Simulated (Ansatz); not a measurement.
In doubt: one-shot GW on d or f shells is unsure (in some of the runs), so the values of those runs are not to be relied on.

System: FeSi2 (Cmce).

```xyz
24
Lattice="4.9315 -3.8955 0.0000 4.9315 3.8955 0.0000 0.0000 0.0000 7.8330" Properties=species:S:1:pos:R:3 pbc="T T T"
Fe    4.9315    2.4043    1.4499
Fe    4.9315    1.4912    5.3664
Fe    4.9315   -2.4043    6.3831
Fe    4.9315   -1.4912    2.4666
Fe    2.1166    0.0000    0.0000
Fe    2.8149    0.0000    3.9165
Fe    7.7464    0.0000    0.0000
Fe    7.0481    0.0000    3.9165
Si    3.6759    0.3506    1.7710
Si    1.2556   -0.3506    5.6875
Si    3.6759   -0.3506    6.0620
Si    1.2556    0.3506    2.1455
Si    6.1871   -0.3506    6.0620
Si    8.6074    0.3506    2.1455
Si    6.1871    0.3506    1.7710
Si    8.6074   -0.3506    5.6875
Si    6.1959   -1.7561    0.4010
Si    3.6671   -2.1394    4.3175
Si    6.1959    1.7561    7.4320
Si    3.6671    2.1394    3.5155
Si    3.6671    1.7561    7.4320
Si    6.1959    2.1394    3.5155
Si    3.6671   -1.7561    0.4010
Si    6.1959   -2.1394    4.3175
```

The cell and positions come from the Crystallography Open Database and are kept as given unless a step says otherwise. PAW set soft_2, made with PBE.

Gaps computed with Ansatz 0.2.0 without a self-energy: r2SCAN 0.95 eV and HSE06 1.62 eV.

**Question.** Estimate the G0W0@r2SCAN gap with 2×2×2 mesh, 898 empty bands, screening to 120 eV, default PAW files.

About 1.18 eV: on its mesh the run moves the gap from 0.97 eV by +0.22 eV. A band edge moves to another state on the way. Among the scalar-relativistic levels given, r2SCAN is nearest (−0.23 eV). Bands and cutoff are finite, so the gap is not at the basis limit. The miss can reach some tenths of an eV and take either sign; the mesh is an error of its own. The 2×2×2 mesh is coarse for this cell (its supercell is 13 Å along the shortest edge). The RPA ε∞ on it, from the r2SCAN start, is 20.84, 21.58 and 21.70; such meshes misread the long-range screening, most where the gap is narrow. The runs have no spin polarisation. For a closed low-spin shell that is the natural state; where a d or f shell is open it is a constraint, and the gap is then not the crystal's own. With d states at the gap, one-shot GW leans hard on its start.

[Paths, hosts, dates, memory and timing lines, banners, echoed tables and standing remarks are left out of the program output.]

[Logs are printed without paths, hosts, clocks, repeated set-up lines and the standing remarks that a program may print on its own settings, such as how far it seeks lower states.]

[Runs of the session that timed out or met a known fault of the program may be left out.]

[Cells called generated may have been cut or substituted from an entry of the Crystallography Open Database or the Materials Project.]

[Hosts, paths, dates, database ids (printed as entryN), source tags and the programs' standing remarks are cut or masked in the printed files.]
